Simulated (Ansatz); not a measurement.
# ReBr2 (1T sheet): how robust is the cRPA U?, part 2 of 2

Wanted: the sensitivity and cost of U and J for ReBr2 (1T sheet).

Ansatz 0.2.0; constrained RPA on PBEsol, plane waves, PAW.

So far. Step 3 (Changed: 3×3×1 mesh): On the Re t2g shell, screening brings the on-site interaction from 10.9 eV down to U = 2.86 eV. Step 5 (Changed: accuracy high): On the Re t2g shell, screening brings the on-site interaction from 10.6 eV down to U = 2.83 eV.

## (6) Changed: spin-orbit coupling, which the program doesn't serve

This step: constrained RPA on PBEsol with spin-orbit coupling, plane waves, PAW.

Contents of input.yaml:

```yaml
crystal:
  lattice:
    - [0.0, 2.67022749, 2.67022749]
    - [2.67022749, -2.67022749, 0.0]
    - [17.46662, 17.46662, -17.46662]
  atoms:
    - { symbol: Re, position: [0.0, 0.0, 0.3177617107] }
    - { symbol: Br, position: [0.3333333333, 0.6666666667, 0.3603084514] }
    - { symbol: Br, position: [0.6666666667, 0.3333333333, 0.27521497] }
  periodic: [true, true, false]
kpoints:
  mp_grid: { grid: [6, 6, 1] }
hamiltonian:
  xc: pbesol
scf:
  occupations: { method: gaussian, width: 0.08 }
  n_extra_bands: 19
  max_iter: 150
  lower_state_search: "off"
magnetization:
  noncollinear: true
  spin_orbit: true
output:
  crpa:
    kmesh: [6, 6, 1]
    target_bands: [v3, v1]
    projections: [{ species: Re, l: d, shell: 5, orbitals: [dxz, dyz, dxy] }]
```

The run is started by

```
$ ansatz run input.yaml --threads 4 --pin off --max-ram 14745MiB --backend cpu --events-out ev --progress --plain --runs-dir out
```

Numbers of over 12 decimals in the logs are rounded to 6 here.

The log of the run:

```text
Error: output.crpa with magnetization.noncollinear: true — the cRPA pipeline runs scalar-band solve channels only (unpolarised or collinear) — spinor oscillator elements are not implemented; use a collinear or unpolarised deck, or drop the output.crpa: request
```

Run time: 0.02 s. Hardware: 4 threads of Arm Neoverse V2, shared host; peak memory 0.033 GiB.

The input was rejected at the start.

The program's message: “Error: output.crpa with magnetization.noncollinear: true — the cRPA pipeline runs scalar-band solve channels only (unpolarised or collinear) — spinor oscillator elements are not implemented; use a col …”

The fault put into this input: spin-orbit coupling, which the program doesn't serve.

## (7) Changed: potentials

This step: constrained RPA on PBEsol, plane waves, PAW.

input.yaml: that of step 6 with these lines changed.

```diff
@@ -14,2 +14,3 @@
   xc: pbesol
+  pseudopotentials: { kind: paw, source: ansatz }
 scf:
@@ -19,5 +20,2 @@
   lower_state_search: "off"
-magnetization:
-  noncollinear: true
-  spin_orbit: true
 output:
```

The log of the run:

```text
[...]
Crystal: 3 atoms, lattice volume = 373.617 Å³
Basis set: ecut = 680 eV, 14889 PW (Γ)
Bands: 51, of which v1, the nominal top of the filled ones, is band 32 counted from 1 (31 counted from 0)
Symmetry: 12 space group operations
[...]
k-points: 7 of 36
[...]
bands read: the sum over 64 bands ends inside a degenerate multiplet in 2 slots, whose members it reads at an even weight; the widest, k=14: bands 64 to 65 (counted from 1) at 1/2 each
  χ-basis size per q: N_G = 1322..1401
[...]
Site 0, 5D, 3 of 5 d orbitals (Wannier functions 1, 2, 3; wannier90's mr 2, 3, 5):
      screened: U = 2.8258 eV, U' = 2.2508 eV, J = 0.2590 eV
      screened, to within: U = 6.7e-3 eV, U' = 6.7e-3 eV, J = 6.5e-4 eV
      bare: V = 10.5775 eV, V' = 9.7251 eV, J = 0.3921 eV
[...]
[key lines of the parts left out:]
SCF converged after 9 iterations
Free energy (F): -31084.337746 eV
Fermi energy:    -3.884817 eV
```

Wall time 6.9 min (4 threads); peak memory 4.3 GiB; 26 min of CPU time.

This step gave:

```
U                                                 : 2.826 eV
U prime (inter-orbital)                           : 2.251 eV
J                                                 : 0.2590 eV
bare V                                            : 10.58 eV
bare J                                            : 0.3921 eV
stated bound on U                                 : 0.006670 eV
U over bare V                                     : 0.2671
electrons in the window                           : 5.000
head of the constrained inverse dielectric matrix : 0.6156
least eigenvalue of the projection's overlap      : 0.7023
target functions                                  : 3
bands in the sums                                 : 64
width of the target bands                         : 1.590 eV
weight of the projected orbitals in the window    : 0.8678
```

On the Re t2g shell, screening brings the on-site interaction from 10.6 eV down to U = 2.83 eV.

## (8) Changed: r2SCAN

This step: constrained RPA on r2SCAN, plane waves, PAW.

input.yaml: that of step 7 with these lines changed.

```diff
@@ -13,4 +13,3 @@
 hamiltonian:
-  xc: pbesol
-  pseudopotentials: { kind: paw, source: ansatz }
+  xc: r2scan
 scf:
```

The log of the run:

```text
[...]
Crystal: 3 atoms, lattice volume = 373.617 Å³
Basis set: ecut = 500 eV, 9363 PW (Γ), exchange–correlation on 120×120×900 points (64 copies of the dense FFT grid, shifted against one another)
Bands: 34, of which v1, the nominal top of the filled ones, is band 15 counted from 1 (14 counted from 0)
Symmetry: 12 space group operations
[...]
k-points: 7 of 36
[...]
the weakly bound empty levels are not read free of the cell's end (no_gap_told)
[...]
χ-basis size per q: N_G = 1322..1401
[...]
Site 0, 5D, 3 of 5 d orbitals (Wannier functions 1, 2, 3; wannier90's mr 2, 3, 5):
      screened: U = 3.2870 eV, U' = 2.6694 eV, J = 0.2813 eV
      screened, to within: U = 1.1e-2 eV, U' = 1.1e-2 eV, J = 5.7e-4 eV
      bare: V = 10.9624 eV, V' = 10.0784 eV, J = 0.4151 eV
[...]
[key lines of the parts left out:]
SCF converged after 9 iterations
Free energy (F): -16465.041738 eV
Fermi energy:    -4.011573 eV
```

Run time: 2.3 min. Hardware: 4 threads; peak memory 2.9 GiB; 8.8 min of CPU time.

This step gave:

* U: 3.287 eV
* U prime (inter-orbital): 2.669 eV
* J: 0.2813 eV
* bare V: 10.96 eV
* bare J: 0.4151 eV
* stated bound on U: 0.01011 eV
* U over bare V: 0.2998
* electrons in the window: 5.000
* head of the constrained inverse dielectric matrix: 0.6585
* least eigenvalue of the projection's overlap: 0.7208
* target functions: 3
* bands in the sums: 30
* width of the target bands: 1.579 eV
* weight of the projected orbitals in the window: 0.8736

On the Re t2g shell, screening brings the on-site interaction from 11.0 eV down to U = 3.29 eV.

## (9) Side by side

Times are wall times on 4 threads of Arm Neoverse V2, shared host, good to a factor of about two.

```csv
run,bare V (eV),U (eV),J (eV),bound on U (eV),width (eV),time
target window,10.58,2.824,0.259,0.0069,1.59,1.8 min
3×3×1 mesh,10.89,2.862,0.267,0.0071,1.59,29 s
accuracy high,10.58,2.825,0.259,0.0004,1.59,2.8 min
potentials,10.58,2.826,0.259,0.0067,1.59,6.9 min
r2SCAN,10.96,3.287,0.281,0.0101,1.58,2.3 min
```

## (10) Summary of results

| Item | Value |
| --- | --- |
| target window | U 2.82 eV, J 0.26 eV |
| 3×3×1 mesh | U 2.86 eV, J 0.27 eV |
| accuracy high | U 2.83 eV, J 0.26 eV |
| potentials | U 2.83 eV, J 0.26 eV |
| r2SCAN | U 3.29 eV, J 0.28 eV |

**Reading.** 3×3×1 mesh moves U by +0.04 eV at 0.26 times the time. Accuracy high moves U by +0.001 eV (within the solver's bounds, for the mean over orbitals). Potentials moves U by +0.001 eV (within the solver's bounds, for the mean over orbitals) at 3.7 times the time. r2SCAN moves U by +0.46 eV. The printed bound covers the solver alone, not the mesh, and no denser mesh than the base was run. The parent state is non-magnetic and the interaction static (zero frequency); U depends on the window and the orbitals, so it belongs to this model alone. Spin-orbit coupling, which is strong for atoms this heavy, is left out.

[Paths, hosts, dates, memory and timing lines, banners, echoed tables and standing remarks are left out of the program output.]

[Logs are printed without paths, hosts, clocks, repeated set-up lines and the standing remarks that a program may print on its own settings, such as how far it seeks lower states.]

[Runs of the session that timed out or met a known fault of the program may be left out.]

[Hosts, paths, dates, database ids (printed as entryN), source tags and the programs' standing remarks are cut or masked in the printed files.]
